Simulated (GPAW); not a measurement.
Consider zinc-blende (GaAs)1-x(AlAs)x, x = 0.75.

```xyz
16
Lattice="0.0000 5.6590 5.6590 5.6590 0.0000 5.6590 5.6590 5.6590 0.0000" Properties=species:S:1:pos:R:3 pbc="T T T"
Ga   11.3078   11.3131   11.3066
As    1.4032    1.4107    1.4207
Ga    2.8236    8.4790    5.6625
As    4.2406    4.2396    1.4156
Al    2.8345    0.0133    2.8341
As    4.2398    1.4322    4.2469
Al    5.6649    8.4897    8.4864
As    7.0783    4.2456    4.2387
Al   11.3046    8.4897    8.4843
As    1.4084    4.2353    4.2386
Al    8.4724    5.6534    8.4806
As    4.2334    7.0667    4.2291
Al    8.4748    8.4911    5.6734
As    4.2341    4.2503    7.0751
Al    5.6466    5.6511    5.6443
As    7.0582    7.0634    7.0671
```

Absorber: atom 6, with 2 Al at 2.45 Å, 1 Ga at 2.45 Å and 1 Al at 2.45 Å (tetrahedral). Method: GPAW, LDA, excited-electron core hole (neutral cell), 16-atom cell with 8.0 Å between holes, 4×4×4 k points, dipole transitions, Gaussian full width 2.14 eV up to 4 eV, rising linearly to 3.5 eV at 25 eV.

Q: Where do the maxima of the As K edge fall?

Main maxima up to 26 eV above the zero (height): 4.4 eV (1.42), 6.8 eV (1.39), 13.2 eV (0.94), 17.8 eV (0.95) and 25.6 eV (1.08). A K edge sees empty p states on the absorber. 

The As K spectrum (energy from the bottom of the conduction band, which holds the excited electron; intensity scaled to a mean of 1 over the first 20 eV):

| E (eV) | intensity |
| --- | --- |
| -2.00 | 0.00 |
| -1.25 | 0.01 |
| -0.50 | 0.07 |
| 0.25 | 0.27 |
| 1.00 | 0.61 |
| 1.75 | 0.91 |
| 2.50 | 1.06 |
| 3.25 | 1.22 |
| 4.00 | 1.40 |
| 4.75 | 1.39 |
| 5.50 | 1.32 |
| 6.25 | 1.37 |
| 7.00 | 1.38 |
| 7.75 | 1.28 |
| 8.50 | 1.15 |
| 9.25 | 1.03 |
| 10.00 | 0.90 |
| 10.75 | 0.82 |
| 11.50 | 0.83 |
| 12.25 | 0.90 |
| 13.00 | 0.94 |
| 13.75 | 0.92 |
| 14.50 | 0.84 |
| 15.25 | 0.79 |
| 16.00 | 0.82 |
| 16.75 | 0.90 |
| 17.50 | 0.94 |
| 18.25 | 0.93 |
| 19.00 | 0.91 |
| 19.75 | 0.90 |
| 20.50 | 0.92 |
| 21.25 | 0.91 |
| 22.00 | 0.87 |
| 22.75 | 0.84 |
| 23.50 | 0.88 |
| 24.25 | 0.96 |
| 25.00 | 1.05 |
| 25.75 | 1.07 |
| 26.50 | 1.00 |
| 27.25 | 0.87 |

The script folds with a Gaussian, whereas the core hole's own line is a Lorentzian, so the onset is too steep and the first peak too high. Lifetime broadening is put in by hand, and intensities beyond about 20 eV depend on it and on the partial waves.

[Banner, clock and machine lines of the logs are left out without a mark of their own.]

[Logs are printed without paths, hosts, clocks, repeated set-up lines and the standing remarks that a program may print on its own settings, such as how far it seeks lower states.]

[Hosts, paths, dates, database ids (printed as entryN), source tags and the programs' standing remarks are cut or masked in the printed files.]

[Lists of maxima count a maximum above −3 eV only where it reaches 4 % of the highest in the window and stands out from its surroundings by 2 % of it (1.5 % where it reaches 55 %); shoulders and weaker maxima are passed over, and of the rest the first, up to two pre-edge ones and the few strongest are named.]
